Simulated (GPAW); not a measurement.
# Si K ELNES/XANES of TiSi2 (Cmcm) from DFT, part 2 of 3

How does the Si K edge of TiSi2 (Cmcm) move when the bonds are compressed or stretched?

GPAW 26.7.0; X-ray absorption from dipole matrix elements to empty bands, plane-wave PAW LDA.

So far. Step 2 (Ground state of the crystal): The mesh shows no gap, so the system is treated as a metal and the core electron is put at the Fermi level (neutral cell).

**4. Spectrum with XCH, Si atom 3**

The holes are 5.0 Å apart. In GPAW the data set carries the hole's charge, so charge=0 means a charged cell and charge=-1 a neutral one. The excited electron is kept in the cell, where it fills the lowest empty states and screens the hole. After the field has converged, empty bands are computed with the density fixed and the dipole matrix elements are summed.

The absorber has 4 Si at 2.51 Å and 4 Ti at 2.66 Å (8-fold, site symmetry m2m).

File xas.py:

```python
import numpy as np
from ase import Atoms
from ase.parallel import parprint, paropen
from gpaw import GPAW, PW, FermiDirac, Mixer, MixerDif, setup_paths
from gpaw.test import gen
setup_paths.insert(0, '.')
gen('Si', name='fch1s', xcname='LDA', corehole=(1, 0, 1), write_xml=True)
from gpaw.mpi import world
world.barrier()

atoms = Atoms('Ti4Si8',
    cell=[[3.53021005, 0, 3.56517397],
     [-3.53021005, 0, 3.56517397],
     [1.76510502, -6.75928154, 0]],
    scaled_positions=[[0.57344096, 0.67655904, 0.20623616],
     [0.07344096, 0.17655904, 0.20623616],
     [0.42655904, 0.32344096, 0.79376384],
     [0.92655904, 0.82344096, 0.79376384],
     [0.24984259, 0.00015741, 0.50062964],
     [0.74984259, 0.50015741, 0.50062964],
     [0.75015741, 0.99984259, 0.49937036],
     [0.25015741, 0.49984259, 0.49937036],
     [0.40412572, 0.84587428, 0.8834971],
     [0.90412572, 0.34587428, 0.8834971],
     [0.59587428, 0.15412572, 0.1165029],
     [0.09587427, 0.65412572, 0.1165029]],
    pbc=True)
atoms.calc = calc = GPAW(legacy_gpaw=True, mode=PW(430, force_complex_dtype=True), xc='LDA', setups={4: 'fch1s'},
    kpts={'size': (5, 5, 4), 'gamma': True}, occupations=FermiDirac(0.1),
    charge=-1, mixer=Mixer(0.1, 5, 50), maxiter=150,
    convergence={'density': 0.0001, 'eigenstates': 1e-6}, txt='scf.txt')
energy = atoms.get_potential_energy() + calc.get_reference_energy()
ef = calc.get_fermi_level()
out = dict(energy=energy, fermi=ef, forces=atoms.get_forces().tolist())
parprint(f'all-electron energy {energy:.4f} eV, Fermi level {ef:.4f} eV')
ev = np.array([[calc.get_eigenvalues(k, s) for k in range(len(calc.get_ibz_k_points()))] for s in range(calc.get_number_of_spins())])
out['homo'], out['lumo'], out['counts'] = ev[ev < ef].max(), ev[ev > ef].min(), sorted(set((ev < ef).sum((0, 2)).tolist()))
out['filled'] = (ev[:, 0] < ef).sum(1).tolist()

from ase.units import Ha
from gpaw.xas import dipole_matrix_elements
nb = int(calc.get_number_of_electrons() / 2) + 124
top, nb = nb, nb + 8 + nb // 12
nscf = calc.fixed_density(kpts={'size': (7, 7, 5), 'gamma': True}, nbands=nb,
    convergence={'bands': top, 'eigenstates': 5e-3}, maxiter=60, txt='nscf.txt')
cell = atoms.cell.array
ops = [cell.T @ U.T @ np.linalg.inv(cell.T) for U in nscf.wfs.kd.symmetry.op_scc]
E = np.arange(-6, 34, 0.1)
fwhm = np.interp(E, [4, 25], [0.9, 3.5])
Y, X, zero, highest = 0, 0, 1e9, 1e9
for spin in range(nscf.get_number_of_spins()):
    wfs = nscf.wfs
    mine = wfs.bd.get_slice()  # this rank's bands
    A = dipole_matrix_elements(wfs.setups[4])
    eps = np.zeros((wfs.kd.nibzkpts, nb))
    d = np.zeros((3, A.shape[1], wfs.kd.nibzkpts, nb), complex)
    for kpt in wfs.kpt_u:
        if kpt.s == spin and 4 in kpt.P_ani:
            eps[kpt.k, mine] = kpt.eps_n * Ha
            d[:, :, kpt.k, mine] = (kpt.weight * wfs.nspins / 2) ** 0.5 * np.inner(A, kpt.P_ani[4])
    world.sum(eps)
    world.sum(d)
    T = np.einsum('amkn,bmkn->abkn', d, d.conj()).real
    T = sum(np.einsum('ai,ijkn,bj->abkn', R, T, R) for R in ops) / len(ops)
    empty = eps > ef
    zero, highest = min(zero, eps[empty].min()), min(highest, eps[:, top - 1].min())
    lines = [(eps, T, empty)] if spin == 0 else lines + [(eps, T, empty)]
for eps, T, empty in lines:
    f = np.einsum('aakn->akn', T).reshape(3, -1)
    x = eps.ravel() - zero
    w = np.interp(x, E, fwhm) / 2.35482
    g = np.exp(-0.5 * ((E[:, None] - x) / w) ** 2) / (w * (2 * np.pi) ** 0.5)
    Y = Y + (f * empty.ravel()) @ g.T
    X = X + (f * ~empty.ravel()) @ g.T
out.update(E=E.round(2).tolist(), xas=Y.tolist(), xes=X.tolist(), zero=zero, valid=highest - zero, nk=len(eps), nb=nb)
for i in range(0, len(E), 10):
    parprint(f'{E[i]:7.2f}', *(f'{v:10.3e}' for v in Y[:, i]))
import json
with paropen('out.json', 'w') as f:
    json.dump(out, f)
```

Run with:

```
$ OMP_NUM_THREADS=1 mpirun -n 4 gpaw python xas.py
```

Numbers of over 12 decimals in the logs are rounded to 6 here.

The program printed:

```text
Input parameters:
  charge: -1
  convergence: {density: 0.0001,
                eigenstates: 1e-06}
  kpts: {gamma: True,
         size: (5, 5, 4)}
  maxiter: 150
  mixer: {backend: pulay,
          beta: 0.1,
          method: separate,
          nmaxold: 5,
          weight: 50}
  mode: {ecut: 430.0,
         force_complex_dtype: True,
         name: pw}
  occupations: {fixmagmom: False,
                name: fermi-dirac,
                width: 0.1}
  setups: {4: fch1s}

Initialize ...

[... PAW data sets ...]

Reference energy: -153711.910225  # eV

Spin-paired calculation

[... convergence settings ...]
Symmetries present (total): 1
  [... symmetry matrices ...]

100 k-points: 5 x 5 x 4 Monkhorst-Pack grid + [0.000000,0.000000,1/8]
51 k-points in the irreducible part of the Brillouin zone
       k-points in crystal coordinates                weights
   0:     0.00000000    0.00000000    0.00000000          1/100
   1:     0.00000000    0.00000000    0.25000000          2/100
   2:     0.00000000    0.00000000    0.50000000          1/100
   3:     0.00000000    0.20000000   -0.25000000          2/100
   4:     0.00000000    0.20000000    0.00000000          2/100
   5:     0.00000000    0.20000000    0.25000000          2/100
   6:     0.00000000    0.20000000    0.50000000          2/100
   7:     0.00000000    0.40000000   -0.25000000          2/100
   8:     0.00000000    0.40000000    0.00000000          2/100
   9:     0.00000000    0.40000000    0.25000000          2/100
          ...
  50:     0.40000000    0.40000000    0.50000000          2/100

Wave functions: Plane wave expansion
  Cutoff energy: 430.000 eV
  Number of coefficients (min, max): 3423, 3460
  Pulay-stress correction: 0.000000 eV/Ang^3 (de/decut=0.000000)
  Using FFTW library
  Wavefunction extrapolation:
    Improved wavefunction reuse through dual PAW basis

Occupation numbers: Fermi-Dirac:
  width: 0.1000  # eV

Eigensolver
   Davidson(niter=2)

Densities:
  Coarse grid: 24*24*35 grid
  Fine grid: 48*48*70 grid
  Total Charge: 0.000000

Density mixing:
  Method: separate
  Backend: pulay
  Linear mixing parameter: 0.1
  old densities: 5
  Width of damping distribution: 1.1
  Damping of long wavelength oscillations: 50

[... Hamiltonian set-up ...]
Number of atoms: 12
Number of atomic orbitals: 84
Number of bands in calculation: 53
Number of valence electrons: 81
Bands to converge: occupied

... initialized

Initializing position-dependent things.

Density initialized from atomic densities
Creating initial wave functions:
  53 bands from LCAO basis set

             Si
               Ti
                TiSi
           Si      Si
            Si      Si
             SiTi
                Ti
                  Si

Atomic positions and initial magnetic moments

Positions:
   0 Ti    -0.000000   -1.394008    4.456467    ( 0.0000,  0.0000,  0.0000)
   1 Ti    -0.000000   -1.394008    0.891293    ( 0.0000,  0.0000,  0.0000)
   2 Ti     1.765105   -5.365273    2.673880    ( 0.0000,  0.0000,  0.0000)
   3 Ti     1.765105   -5.365273    6.239054    ( 0.0000,  0.0000,  0.0000)
   4 Si     1.765105   -3.383897    0.891293    ( 0.0000,  0.0000,  0.0000)
   5 Si     1.765105   -3.383897    4.456467    ( 0.0000,  0.0000,  0.0000)
   6 Si    -0.000000   -3.375385    6.239054    ( 0.0000,  0.0000,  0.0000)
   7 Si    -0.000000   -3.375385    2.673880    ( 0.0000,  0.0000,  0.0000)
   8 Si    -0.000000   -5.971806    4.456467    ( 0.0000,  0.0000,  0.0000)
   9 Si     3.530210   -5.971806    4.456467    ( 0.0000,  0.0000,  0.0000)
  10 Si     1.765105   -0.787476    2.673880    ( 0.0000,  0.0000,  0.0000)
  11 Si    -1.765105   -0.787476    2.673880    ( 0.0000,  0.0000,  0.0000)

Unit cell:
           periodic     x           y           z      points  spacing
  1. axis:    yes    3.530210    0.000000    3.565174    24     0.2055
  2. axis:    yes   -3.530210    0.000000    3.565174    24     0.2055
  3. axis:    yes    1.765105   -6.759282    0.000000    35     0.1931

  Lengths:   5.017255   5.017255   6.985949
  Angles:  100.240397  79.759603  89.435332

Effective grid spacing dv^(1/3) = 0.2036

iter:   1   -98.952957
iter:   2   -96.122748   -0.69  -1.11
iter:   3   -95.250156   -0.75  -1.21
iter:   4   -95.375934   -1.59  -1.31
iter:   5   -95.213042   -1.31  -1.49
iter:   6   -95.356221   -1.17  -1.89
iter:   7   -95.185735   -1.82  -1.93
iter:   8   -95.179869   -3.07  -2.27
iter:   9   -95.176921c  -3.28  -2.46
iter:  10   -95.176185c  -4.01  -2.94
iter:  11   -95.176378c  -4.08  -3.22
iter:  12   -95.176080c  -4.98  -3.25
iter:  13   -95.176047c  -5.21  -3.54
iter:  14   -95.176053c  -5.97  -3.77
iter:  15   -95.176068c  -5.93  -3.88
iter:  16   -95.176056c  -6.32c -4.02c

Converged after 16 iterations.

Dipole moment: (0.053599, 0.008146, 0.050500) |e|*Ang

Energy contributions relative to reference atoms: (reference = -153711.910225)

Kinetic:        +89.704503
Potential:      -74.658382
External:        +0.000000
XC:            -109.690481
Entropy (-ST):   -0.162251
Local:           -0.450570
SIC:             +0.000000
--------------------------
Free energy:    -95.257182
Extrapolated:   -95.176056

Showing only first 2 kpts
 Kpt  Band  Eigenvalues  Occupancy
  0    38      7.86379    2.00000
  0    39     10.05882    0.88343
  0    40     10.39456    0.05363
  0    41     10.74248    0.00170

  1    38      8.54997    2.00000
  1    39     10.05114    0.92145
  1    40     10.34999    0.08251
[...]
Fermi level: 10.03540

No gap
No difference between direct/indirect transitions

Forces in eV/Ang:
  0 Ti   -0.15569   -0.55651   -0.00000
  1 Ti    0.16400   -0.50164   -0.00000
  2 Ti    0.00074    0.43238   -0.15674
  3 Ti    0.00074    0.43238    0.15674
  4 Si   -0.00388    0.04593    0.00000
  5 Si   -0.00578    0.00617   -0.00000
  6 Si    0.00145    0.01994   -0.00488
  7 Si    0.00145    0.01994    0.00488
  8 Si    0.13789   -0.00740   -0.00000
  9 Si   -0.13773    0.04919   -0.00000
 10 Si   -0.00147    0.02965    0.13232
 11 Si   -0.00147    0.02965   -0.13232
Scalar-relativistic atomic LDA calculation for Si (Silicon, Z=14)
Core hole in 1s state (1s occupation: 1.0)
450 radial gridpoints.
|------------------------------------------------|
|------------------------------------------------|
[... the atom generator's iteration count ...]

Energy contributions:
-------------------------
Kinetic:     +220.780583
XC:           -16.024777
Potential:   -425.439960
-------------------------
Total:       -220.684154

state      eigenvalue         ekin         rmax
-----------------------------------------------
1s^1.0 :   -70.908741    95.421565        0.072
2s^2.0 :    -6.456485    14.802915        0.434
2p^6.0 :    -4.992185    14.606350        0.356
3s^2.0 :    -0.832237     2.282916        1.576
3p^2.0 :    -0.531202     1.774628        1.742
-----------------------------------------------
(units: Bohr and Hartree)

Generating PAW setup
Kinetic energy of the core from tauc = 213.098295270902
Cutoffs:
rc(s)=2.000
rc(p)=2.000
rc(d)=2.000
rc(vbar)=1.800
rc(comp)=2.000
rc(nct)=2.000

Kinetic energy of the core states: 212.665494
Charge: 1.0
Core electrons: 9.0
Valence electrons: 4.0
Pseudo-core charge: 0.076274
Shape function alpha=2.500
Pseudo-electron charge 4.459138
state    eigenvalue         norm
--------------------------------
3s(2) :    -0.832237     1.189334
*s    :     0.167763
3p(2) :    -0.531202     1.002098
*p    :     0.468798
*d    :     0.000000
--------------------------------

Diagonalizing with gridspacing h=0.050

state   all-electron     PAW
-------------------------------
3s:      -0.832237    -0.832487
3p:      -0.531202    -0.531501
*d:                   -0.147046
*f:                   -0.019078
-------------------------------
all-electron energy -153807.0863 eV, Fermi level 10.0354 eV
[...]
31.00  2.962e-06  4.802e-06  3.405e-06
  32.00  3.208e-06  4.586e-06  3.777e-06
  33.00  3.673e-06  4.514e-06  4.104e-06
```

The job ended after 6 min (4 MPI ranks of Arm Neoverse V1, shared host; peak memory 0.85 GiB; 24 min of CPU time).

The Si K spectrum, Si atom 3, excited-electron core hole (neutral cell) (energy from the lowest empty level; intensity scaled to a mean of 1 over the first 20 eV; polarised curves are means over the symmetry-equivalent atoms):

```tsv
E (eV)	isotropic	ε ∥ x	ε ∥ y	ε ∥ z
-2.0	0.00	0.00	0.00	0.00
-1.5	0.00	0.00	0.00	0.00
-1.0	0.00	0.01	0.00	0.01
-0.5	0.09	0.13	0.03	0.12
0.0	0.46	0.62	0.19	0.56
0.5	0.74	0.97	0.38	0.87
1.0	0.83	1.08	0.48	0.93
1.5	0.84	1.08	0.65	0.78
2.0	0.91	0.93	0.94	0.86
2.5	1.24	0.98	1.43	1.30
3.0	1.51	1.17	1.92	1.45
3.5	1.71	1.41	2.27	1.45
4.0	1.70	1.43	2.19	1.49
4.5	1.61	1.48	2.01	1.34
5.0	1.64	1.57	1.99	1.35
5.5	1.64	1.59	1.80	1.52
6.0	1.53	1.61	1.37	1.60
6.5	1.48	1.68	1.04	1.72
7.0	1.46	1.68	0.84	1.86
7.5	1.38	1.64	0.71	1.78
8.0	1.18	1.44	0.66	1.45
8.5	0.99	1.19	0.63	1.14
9.0	0.84	0.96	0.62	0.93
9.5	0.73	0.79	0.61	0.79
10.0	0.68	0.72	0.62	0.72
10.5	0.69	0.72	0.63	0.71
11.0	0.70	0.74	0.64	0.71
11.5	0.70	0.74	0.66	0.71
12.0	0.71	0.74	0.67	0.72
12.5	0.73	0.74	0.69	0.75
13.0	0.76	0.76	0.72	0.78
13.5	0.80	0.79	0.77	0.82
14.0	0.83	0.83	0.82	0.84
14.5	0.84	0.86	0.84	0.84
15.0	0.83	0.87	0.81	0.82
15.5	0.80	0.86	0.75	0.81
16.0	0.78	0.85	0.66	0.82
16.5	0.76	0.85	0.59	0.84
17.0	0.76	0.85	0.55	0.87
17.5	0.76	0.84	0.54	0.88
18.0	0.76	0.83	0.57	0.89
18.5	0.78	0.82	0.62	0.90
19.0	0.80	0.82	0.68	0.90
19.5	0.83	0.84	0.75	0.91
20.0	0.87	0.86	0.82	0.91
20.5	0.89	0.89	0.88	0.91
21.0	0.91	0.90	0.93	0.90
21.5	0.91	0.90	0.97	0.87
22.0	0.90	0.89	0.99	0.83
22.5	0.88	0.85	0.99	0.79
23.0	0.85	0.81	0.99	0.73
23.5	0.81	0.75	0.99	0.68
24.0	0.77	0.70	0.98	0.64
24.5	0.74	0.64	0.98	0.59
25.0	0.71	0.59	0.97	0.56
25.5	0.68	0.56	0.96	0.53
26.0	0.66	0.54	0.94	0.51
26.5	0.65	0.53	0.93	0.50
27.0	0.65	0.52	0.92	0.49
27.5	0.65	0.52	0.92	0.49
28.0	0.65	0.52	0.93	0.50
28.5	0.65	0.52	0.93	0.51
29.0	0.66	0.52	0.93	0.52
29.5	0.66	0.52	0.93	0.54
30.0	0.67	0.52	0.92	0.56
30.5	0.67	0.53	0.90	0.59
```

Main maxima below 24 eV (height): 3.7 eV (1.73), 5.3 eV (1.66), 14.5 eV (0.84) and 21.3 eV (0.91). A K edge sees empty p states on the absorber.

The total-energy difference is 1843.57 eV. One term is added: -14.86 eV, since the hole is spin-paired here and a spin-polarised one costs that much less in the free atom (computed apart). The photon energy is then 1828.71 eV. The tabulated edge of the element is 1839 eV. The functional leaves an error in such absolute values: in the free atom LDA prices this hole 7.8 eV below PBE (computed apart), and PBE is itself good to a few eV.

**5. Reference energy of the supercell**

The cell changes for the next run, so it gets a reference energy of its own.

The cell differs from the one that the last finished run ended in (a 5.017 → 4.915 Å, b 5.017 → 4.915 Å, c 6.986 → 6.843 Å).

File scf.py:

```python
import numpy as np
from ase import Atoms
from ase.parallel import parprint, paropen
from gpaw import GPAW, PW, FermiDirac, Mixer, MixerDif, setup_paths
from gpaw.test import gen
setup_paths.insert(0, '.')
gen('Si', name='nch1s', xcname='LDA', corehole=(1, 0, 0), write_xml=True)
from gpaw.mpi import world
world.barrier()

atoms = Atoms('Ti4Si8',
    cell=[[3.45814473, 0, 3.4923949],
     [-3.45814473, 0, 3.4923949],
     [1.72907236, -6.6212983, 0]],
    scaled_positions=[[0.57344096, 0.67655904, 0.20623616],
     [0.07344096, 0.17655904, 0.20623616],
     [0.42655904, 0.32344096, 0.79376384],
     [0.92655904, 0.82344096, 0.79376384],
     [0.24984259, 0.00015741, 0.50062964],
     [0.74984259, 0.50015741, 0.50062964],
     [0.75015741, 0.99984259, 0.49937036],
     [0.25015741, 0.49984259, 0.49937036],
     [0.40412572, 0.84587428, 0.8834971],
     [0.90412572, 0.34587428, 0.8834971],
     [0.59587428, 0.15412572, 0.1165029],
     [0.09587427, 0.65412572, 0.1165029]],
    pbc=True)
atoms.calc = calc = GPAW(legacy_gpaw=True, mode=PW(430, force_complex_dtype=True), xc='LDA', setups={4: 'nch1s'},
    kpts={'size': (5, 5, 4), 'gamma': True}, occupations=FermiDirac(0.1),
    charge=0, mixer=Mixer(0.1, 5, 50), maxiter=150,
    convergence={'density': 0.0001, 'eigenstates': 1e-6}, txt='scf.txt')
energy = atoms.get_potential_energy() + calc.get_reference_energy()
ef = calc.get_fermi_level()
out = dict(energy=energy, fermi=ef, forces=atoms.get_forces().tolist())
parprint(f'all-electron energy {energy:.4f} eV, Fermi level {ef:.4f} eV')
ev = np.array([[calc.get_eigenvalues(k, s) for k in range(len(calc.get_ibz_k_points()))] for s in range(calc.get_number_of_spins())])
out['homo'], out['lumo'], out['counts'] = ev[ev < ef].max(), ev[ev > ef].min(), sorted(set((ev < ef).sum((0, 2)).tolist()))
out['filled'] = (ev[:, 0] < ef).sum(1).tolist()
import json
with paropen('out.json', 'w') as f:
    json.dump(out, f)
```

Run with:

```
$ OMP_NUM_THREADS=1 mpirun -n 4 gpaw python scf.py
```

The program printed:

```text
Input parameters:
  convergence: {density: 0.0001,
                eigenstates: 1e-06}
  kpts: {gamma: True,
         size: (5, 5, 4)}
  maxiter: 150
  mixer: {backend: pulay,
          beta: 0.1,
          method: separate,
          nmaxold: 5,
          weight: 50}
  mode: {ecut: 430.0,
         force_complex_dtype: True,
         name: pw}
  occupations: {fixmagmom: False,
                name: fermi-dirac,
[...]
3s(2) :    -0.399754     1.114161
*s    :     0.600246
3p(2) :    -0.152955     1.005401
*p    :     0.847045
*d    :     0.000000
--------------------------------

Diagonalizing with gridspacing h=0.050

state   all-electron     PAW
-------------------------------
3s:      -0.399754    -0.399911
3p:      -0.152955    -0.153089
*d:                    0.032715
*f:                    0.069217
-------------------------------
all-electron energy -155650.6628 eV, Fermi level 10.6379 eV
[key lines of the parts left out:]
Converged after 16 iterations.
Dipole moment: (-0.000000, -0.000000, -0.000001) |e|*Ang
Free energy:    -85.211528
Fermi level: 10.63792
```

Elapsed: 60 s, on 4 MPI ranks; peak memory 0.28 GiB.

Reference energy: -155650.663 eV with the cores included.

**6. Spectrum with XCH, Si atom 3**

Shorter bonds are expected to push antibonding states and scattering resonances up, and longer ones down; the cell is scaled to test that.

Changed against the first core-hole run: volume scale from 1 to 0.94.

xas.py: that of step 4 with these lines changed.

```diff
@@ -11,5 +11,5 @@
 atoms = Atoms('Ti4Si8',
-    cell=[[3.53021005, 0, 3.56517397],
-     [-3.53021005, 0, 3.56517397],
-     [1.76510502, -6.75928154, 0]],
+    cell=[[3.45814473, 0, 3.4923949],
+     [-3.45814473, 0, 3.4923949],
+     [1.72907236, -6.6212983, 0]],
     scaled_positions=[[0.57344096, 0.67655904, 0.20623616],
@@ -41,3 +41,3 @@
 from gpaw.xas import dipole_matrix_elements
-nb = int(calc.get_number_of_electrons() / 2) + 124
+nb = int(calc.get_number_of_electrons() / 2) + 118
 top, nb = nb, nb + 8 + nb // 12
```

Run with:

```
$ OMP_NUM_THREADS=1 mpirun -n 4 gpaw python xas.py
```

The program printed:

```text
Input parameters:
  charge: -1
  convergence: {density: 0.0001,
                eigenstates: 1e-06}
  kpts: {gamma: True,
         size: (5, 5, 4)}
  maxiter: 150
  mixer: {backend: pulay,
          beta: 0.1,
          method: separate,
          nmaxold: 5,
          weight: 50}
  mode: {ecut: 430.0,
         force_complex_dtype: True,
         name: pw}
  occupations: {fixmagmom: False,
[...]
*p    :     0.468798
*d    :     0.000000
--------------------------------

Diagonalizing with gridspacing h=0.050

state   all-electron     PAW
-------------------------------
3s:      -0.832237    -0.832487
3p:      -0.531202    -0.531501
*d:                   -0.147046
*f:                   -0.019078
-------------------------------
all-electron energy -153807.1299 eV, Fermi level 10.8449 eV
[...]
32.00  2.853e-06  4.867e-06  3.248e-06
  33.00  3.004e-06  4.603e-06  3.612e-06
[key lines of the parts left out:]
Converged after 16 iterations.
Dipole moment: (0.044899, 0.008642, 0.040939) |e|*Ang
Free energy:    -95.294180
Fermi level: 10.84491
```

Elapsed: 5.6 min, on 4 MPI ranks; peak memory 0.8 GiB.

```tsv
E (eV)	first run	this run
-2.0	0.00	0.00
-1.0	0.00	0.00
0.0	0.46	0.44
1.0	0.83	0.81
2.0	0.91	0.80
3.0	1.51	1.37
4.0	1.70	1.67
5.0	1.64	1.56
6.0	1.53	1.56
7.0	1.46	1.42
8.0	1.18	1.35
9.0	0.84	1.04
10.0	0.68	0.77
11.0	0.70	0.71
12.0	0.71	0.73
13.0	0.76	0.74
14.0	0.83	0.80
15.0	0.83	0.86
16.0	0.78	0.82
17.0	0.76	0.76
18.0	0.76	0.74
19.0	0.80	0.75
20.0	0.87	0.80
21.0	0.91	0.88
22.0	0.90	0.92
23.0	0.85	0.92
24.0	0.77	0.87
25.0	0.71	0.80
26.0	0.66	0.74
27.0	0.65	0.70
28.0	0.65	0.67
29.0	0.66	0.66
30.0	0.67	0.66
```

The scaled spectrum changes by 7 % r.m.s. The highest intensity below 16 eV goes from 3.7 eV (1.73) to 3.9 eV (1.68).

The photon energy of the zero moves by -0.04 eV.

[end of part 2 of 3]

[Banner, clock and machine lines of the logs are left out without a mark of their own.]

[Logs are printed without paths, hosts, clocks, repeated set-up lines and the standing remarks that a program may print on its own settings, such as how far it seeks lower states.]

[Hosts, paths, dates, database ids (printed as entryN), source tags and the programs' standing remarks are cut or masked in the printed files.]

[Lists of maxima count a maximum above −3 eV only where it reaches 4 % of the highest in the window and stands out from its surroundings by 2 % of it (1.5 % where it reaches 55 %); shoulders and weaker maxima are passed over, and of the rest the first, up to two pre-edge ones and the few strongest are named.]
